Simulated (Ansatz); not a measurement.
# Localised basis functions on random rutile alloy of IrO2 and SiO2 (96 atoms), part 2 of 2

Aim: test how closely localised support functions follow the reference on random rutile alloy of IrO2 and SiO2 (96 atoms), and at what cost. A setting counts as converged where the r.m.s. difference of forces stays under 1 % of the r.m.s. force.

Ansatz 0.2.0; Kohn-Sham DFT, PBE, PAW (set soft_2), plane waves.

The cell: 24 Si, 64 O and 8 Ir. The host structure and its lattice constant were typed by rule, without a check against the phase diagram. The main run has no spin polarisation. The levels lack spin–orbit coupling.

So far. Step 6 (Support functions medium, radius 3.17 Å): Forces differ from the reference by 3.2 meV/Å r.m.s., 0.075 % of their size, well within a tolerance of 1 %; the energy by -5.8 meV/atom. It took 89 s and 16 cycles; the reference's time can't be set against it, since the two runs asked for unlike analyses. Step 7 (With basis.ecutwfc = "350 eV"): Forces differ from the reference by 11 meV/Å r.m.s., 0.26 % of their size, well within a tolerance of 1 %; the energy by +60 meV/atom and the pressure by -0.40 GPa.

## 10. Local order

Bonds and neighbours are counted at the geometry of the runs.

Density 6.64 g/cm³, 8.426 Å³ an atom.

g(r), total and by pair (bins of 0.2 Å):

| r (Å) | total | O-O | O-Si | O-Ir | Si-Si | Si-Ir | Ir-Ir |
| --- | --- | --- | --- | --- | --- | --- | --- |
| 1.50 | 0.09 | 0.00 | 0.18 | 0.25 | 0.00 | 0.00 | 0.00 |
| 1.70 | 1.61 | 0.00 | 3.63 | 3.63 | 0.00 | 0.00 | 0.00 |
| 1.90 | 2.20 | 0.00 | 5.06 | 4.57 | 0.00 | 0.00 | 0.00 |
| 2.10 | 0.19 | 0.10 | 0.24 | 0.59 | 0.00 | 0.00 | 0.00 |
| 2.30 | 0.35 | 0.80 | 0.00 | 0.00 | 0.00 | 0.00 | 0.00 |
| 2.50 | 1.50 | 3.36 | 0.00 | 0.00 | 0.00 | 0.25 | 0.00 |
| 2.70 | 1.66 | 3.33 | 0.00 | 0.00 | 1.94 | 1.13 | 1.30 |
| 2.90 | 0.45 | 0.80 | 0.00 | 0.00 | 0.55 | 1.22 | 1.14 |
| 3.10 | 0.86 | 0.76 | 1.04 | 0.82 | 0.92 | 0.35 | 2.00 |
| 3.30 | 1.69 | 0.16 | 2.17 | 2.59 | 5.62 | 5.20 | 5.52 |
| 3.50 | 0.53 | 0.31 | 0.64 | 0.41 | 0.93 | 1.68 | 0.00 |
| 3.70 | 0.91 | 0.72 | 1.35 | 1.32 | 0.00 | 0.00 | 0.00 |
| 3.90 | 0.67 | 0.20 | 1.31 | 1.30 | 0.00 | 0.00 | 0.00 |
| 4.10 | 0.91 | 0.90 | 0.96 | 1.15 | 0.60 | 0.59 | 0.00 |
| 4.30 | 1.85 | 1.35 | 2.50 | 2.24 | 1.28 | 1.74 | 1.10 |
| 4.50 | 0.92 | 1.58 | 0.41 | 0.54 | 0.23 | 0.26 | 0.00 |
| 4.70 | 0.97 | 2.16 | 0.04 | 0.00 | 0.00 | 0.00 | 0.00 |
| 4.90 | 0.68 | 0.73 | 0.64 | 0.46 | 0.64 | 1.03 | 0.84 |
| 5.10 | 1.37 | 1.06 | 0.99 | 1.23 | 3.90 | 3.98 | 3.48 |
| 5.30 | 1.16 | 0.94 | 1.37 | 1.09 | 1.62 | 1.15 | 1.83 |
| 5.50 | 0.98 | 0.78 | 1.29 | 1.54 | 0.33 | 0.33 | 0.33 |
| 5.70 | 0.39 | 0.17 | 0.64 | 0.66 | 0.28 | 0.32 | 0.32 |
| 5.90 | 0.66 | 0.82 | 0.54 | 0.47 | 0.44 | 0.77 | 0.00 |
| 6.10 | 0.78 | 1.25 | 0.38 | 0.40 | 0.51 | 0.59 | 0.00 |
| 6.30 | 1.27 | 0.59 | 2.24 | 2.21 | 0.06 | 0.17 | 0.00 |
| 6.50 | 1.52 | 1.51 | 1.71 | 1.82 | 0.76 | 0.67 | 0.24 |
| 6.70 | 1.35 | 1.84 | 0.77 | 0.70 | 1.54 | 2.38 | 1.33 |
| 6.90 | 1.17 | 0.91 | 0.97 | 0.95 | 3.15 | 2.84 | 2.75 |

Bonds by pair of elements; cutoffs follow the first minimum of g(r), held within bounds set by covalent radii, and pairs that aren't listed don't count as bonded:

| pair A-B | cutoff (Å) | bonds | mean length (Å) | spread (Å) | shortest (Å) | B about A | A about B |
| --- | --- | --- | --- | --- | --- | --- | --- |
| O-Si | 2.16 | 144 | 1.83 | 0.099 | 1.55 | 2.25 | 6 |
| O-Ir | 2.43 | 48 | 1.84 | 0.121 | 1.58 | 0.75 | 6 |

How many atoms have how many bonded neighbours:

| element | mean | 3 | 6 |
| --- | --- | --- | --- |
| Ir | 6 | 0 | 8 |
| O | 3 | 64 | 0 |
| Si | 6 | 0 | 24 |

Oxygen atoms by the number of network formers (Si, P, Ge, B, Al, As, Ga) bound to them:

| network formers bound to O | O atoms | per cent |
| --- | --- | --- |
| 0 | 1 | 1.6 |
| 1 | 9 | 14.1 |
| 2 | 27 | 42.2 |
| 3 | 27 | 42.2 |

Network units: each former by its oxygen neighbours and how many of them bridge to another former:

| former | O neighbours | bridging O | atoms |
| --- | --- | --- | --- |
| Si | 6 | 5 | 9 |
| Si | 6 | 6 | 15 |

Rings of the network by King's shortest-path rule, up to 12 atoms, one path for each pair of neighbours; H, halogens, alkali and alkaline-earth atoms are left out, and the last column divides by all other atoms, bonded or not:

| ring size (atoms) | rings | per network atom |
| --- | --- | --- |
| 4 | 32 | 0.333 |
| 6 | 128 | 1.33 |
| 8 | 91 | 0.948 |

First main peaks of g(r), for some of the pairs, lie near 2.61 Å (O-O), 1.82 Å (O-Si) and 1.81 Å (O-Ir). With the cutoffs above, all Ir atoms have 6, all O atoms have 3 and all Si atoms have 6 bonded neighbours. Counting bonds to Si alone, not to Ir, 42 % of the oxygens join two of these atoms and 14 % one; 42 % join three; 2 % join none. The commonest Si unit has 6 oxygens, 6 of them shared with other formers (15 of 24 atoms). Rings of 6 atoms are the most common (51 % of those counted); sizes run from 4 to 8.

A closer look about O12, which bears the longest force: 15 atoms, nearest first, numbered in the order of the input, with positions taken from that point.

| atom | x | y | z | distance (Å) | bonds | Löwdin charge (e) | Fx | Fy | Fz (eV/Å) |
| --- | --- | --- | --- | --- | --- | --- | --- | --- | --- |
| O12 | 0.00 | 0.00 | 0.00 | 0.00 | 3 | -0.49 | -8.47 | 7.44 | -17.44 |
| Ir61 | 0.76 | -0.57 | 1.26 | 1.58 | 6 | 1.70 | 5.73 | -15.65 | 11.28 |
| Ir8 | -1.31 | 1.32 | -0.18 | 1.86 | 6 | 1.42 | -0.76 | 1.21 | 19.84 |
| Si55 | 0.84 | -0.79 | -1.52 | 1.91 | 6 | 1.55 | -0.27 | -0.93 | 0.25 |
| O83 | 1.63 | -1.44 | -0.08 | 2.17 | 3 | -0.71 | 3.05 | -3.19 | -5.49 |
| O40 | -0.49 | -1.96 | 1.17 | 2.33 | 3 | -0.71 | -3.99 | -5.46 | 3.25 |
| O63 | 2.00 | 0.53 | 1.27 | 2.42 | 3 | -0.62 | 10.15 | 9.87 | -0.51 |
| O34 | -0.47 | -2.05 | -1.44 | 2.55 | 3 | -0.73 | -0.92 | -1.17 | -0.49 |
| O18 | -0.06 | 0.07 | 2.64 | 2.64 | 3 | -0.53 | 1.27 | -1.68 | 8.16 |
| O9 | -2.19 | 0.54 | -1.39 | 2.65 | 3 | -0.63 | -6.06 | -5.81 | -11.04 |
| O10 | -0.62 | 2.11 | -1.52 | 2.67 | 3 | -0.60 | 4.23 | 4.40 | -7.54 |
| O57 | 2.21 | 0.47 | -1.50 | 2.71 | 3 | -0.68 | -3.74 | -2.55 | 6.96 |
| O15 | -2.28 | 0.44 | 1.45 | 2.74 | 3 | -0.73 | -1.55 | -1.54 | -4.52 |
| O6 | -0.01 | 0.09 | -2.81 | 2.81 | 3 | -0.71 | -1.14 | 0.74 | -1.10 |
| O16 | -0.53 | 2.35 | 1.46 | 2.81 | 3 | -0.76 | 2.98 | 1.11 | -3.53 |

The column of bonds counts only the pairs O-Si within 2.16 Å, O-Ir within 2.43 Å; other neighbours, such as metal atoms beside each other in a compound, aren't counted, and periodic images can show an atom twice.

## 11. Results

- free energy per atom: -1531.8506 eV/atom
- density: 6.643 g/cm³
- pressure: 34.44 GPa
- r.m.s. force component: 4.225 eV/Å
- wall time of the 5 DFT runs: 5.7 min

**Reading.** Against plane waves at 420 eV, the forces differ by 3.2 meV/Å (0.075 %) with support functions medium. At 96 atoms the fastest of the runs at a preset level, support functions low, takes roughly 1.7 times the time of plane waves (whose run also made extra analyses, so the like-for-like ratio is larger), in 14 SCF cycles against 14. Differences between support functions and plane waves include what basis error the plane-wave run still has. The force difference hardly changes among these support-function runs, which points to the basis of the plane-wave reference as its main source.

13 levels are partly filled, by over 2 % (on the run's k-points): no clear gap opens at this level. With the cutoffs above, all Ir atoms have 6, all O atoms have 3 and all Si atoms have 6 bonded neighbours.

**Limits.** The geometry was built by rule, was displaced at random and isn't relaxed at this level: its force components are 4.2 eV/Å r.m.s. The stress is far from hydrostatic: its diagonal is 29.3, 29.6, 44.4 GPa, compression counted positive. The pressure of 34 GPa belongs to a cell and atoms that aren't relaxed at this level.

[Hosts, paths, dates, database ids (printed as entryN), source tags and the programs' standing remarks are cut or masked in the printed files.]
